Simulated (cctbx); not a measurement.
**Solving a structure by charge flipping**

Cell a = 3.3060 Å, b = 3.3060 Å, c = 3.3060 Å, α = 90.00°, β = 90.00°, γ = 90.00°; space group Pm-3m (no. 221); content Cd1 Ga1.

The data are simulated with cctbx, not measured: synchrotron X-rays, λ = 0.7749 Å, to d = 0.7 Å, 80 % of the full sphere, strongest reflection 5000 counts, noise from counting, a 2 % proportional error and a noise floor of 15 counts (s.d.); no absorption, and some extinction, which the refinements don't model.

Charge flipping in P1 on normalised amplitudes to 0.7 Å, δ = 0.9 σ, 20 % of the reflections treated as weak, 100 cycles:

```text
cycle      R  skewness
    0  0.508     0.26
    8  0.355     1.73
   16  0.382     2.22
   24  0.312     5.23
   32  0.240     5.44
   40  0.238     5.35
   48  0.264     5.52
   56  0.254     5.21
   64  0.254     5.38
   72  0.247     5.21
   80  0.262     5.47
   88  0.226     5.16
   96  0.253     5.32
origin shift          correlation  skewness
 0.208  0.767  0.354      0.975      7.34
 0.311  0.370  0.584      0.909     -0.64
-0.101  0.735  0.818      0.921      1.18
 0.106  0.390  0.620      0.923      0.09
taken: symmetry correlation 0.975, skewness 7.34
peak      x       y       z  mult  height/sigma
Q1    0.5000  0.5000  0.5000    1     15.3
Q2    0.0000  0.0000  0.0000    1     12.7
Q3    0.1477  0.5000  0.5000    6      1.3
Q4    0.0000  0.2518  0.5000   12      0.4
Q5    0.0000  0.0000  0.2755    6      0.4
```

The origin is taken among those within 0.04 of the best correlation, by the skewness of the map.

Run time: 1.3 s on 1 thread of Arm Neoverse N1, with other jobs on the host, peak memory 0.07 GiB.

**Question.** Which peaks are atoms, and which elements?

Heights go roughly as Z and multiplicities must add up to the content. First model: Q1 = Cd1 (1 in the cell, height 15.3) and Q2 = Ga1 (1 in the cell, height 12.7). Against the true structure, Q1 is Cd and Q2 is Ga; the other peaks are not atoms.

Least squares on F², isotropic:

```text
Rint 0.034, 23 unique reflections to 0.70 A
cycle     R1     wR2    GooF  max shift (A)
   1  0.1446  0.3076  25.304   0.00000
   2  0.0090  0.0183   1.502   0.00000
final R1 0.0090 wR2 0.0183 GooF 1.502  parameters 2  data/parameter 11.5
atom        x        y        z      Ueq    occ   su(xyz)  su(Uiso or U11)
Cd1    0.50000  0.50000  0.50000   0.0051  1.000  0.00000  0.0002
Ga1    0.00000  0.00000  0.00000   0.0072  1.000  0.00000  0.0003
difference map: max 0.44 min -0.47 rms 0.15
Q1    0.5000  0.5000  0.5000    1    0.44  0.00 A from Cd1
Q2    0.0000  0.5000  0.5000    3    0.40  1.65 A from Cd1
Q3    0.0000  0.2026  0.3858   24    0.24  1.44 A from Ga1
Q4    0.1810  0.1810  0.1810    8    0.20  1.04 A from Ga1
Q5    0.2031  0.2031  0.5000   12    0.13  1.39 A from Cd1
```

Anisotropic refinement:

```text
Rint 0.034, 23 unique reflections to 0.70 A
cycle     R1     wR2    GooF  max shift (A)
   1  0.0089  0.0183   1.502   0.00000
final R1 0.0090 wR2 0.0183 GooF 1.502  parameters 2  data/parameter 11.5
atom        x        y        z      Ueq    occ   su(xyz)  su(Uiso or U11)
Cd1    0.50000  0.50000  0.50000   0.0051  1.000  0.00000  0.0002
Ga1    0.00000  0.00000  0.00000   0.0072  1.000  0.00000  0.0003
difference map: max 0.44 min -0.47 rms 0.15
Q1    0.5000  0.5000  0.5000    1    0.44  0.00 A from Cd1
Q2    0.0000  0.5000  0.5000    3    0.40  1.65 A from Cd1
Q3    0.0000  0.2026  0.3858   24    0.24  1.44 A from Ga1
Q4    0.1810  0.1810  0.1810    8    0.20  1.04 A from Ga1
Q5    0.2031  0.2031  0.5000   12    0.13  1.39 A from Cd1
Q6    0.0000  0.0000  0.0000    1   -0.36  0.00 A from Ga1
```

**Reading.** The refinement ends at R1 = 0.0090, wR2 = 0.0183, GooF = 1.50, with difference density between -0.47 and 0.44 e/Å³. Every site matches the true model in element, within 0.001 Å r.m.s., up to an allowed shift of origin.

True model:

```csv
atom,mult.,x,y,z,Ueq (Å²)
Cd1,1,0,0,0,0.0067
Ga1,1,1/2,1/2,1/2,0.0083
```

The model was made for the exercise: a known structure type with other elements put in, its volume estimated, not relaxed; displacement parameters are assumed.

[Middle refinement cycles are left out of these outputs.]

[Logs are printed without paths, hosts, clocks, repeated set-up lines and the standing remarks that a program may print on its own settings, such as how far it seeks lower states.]
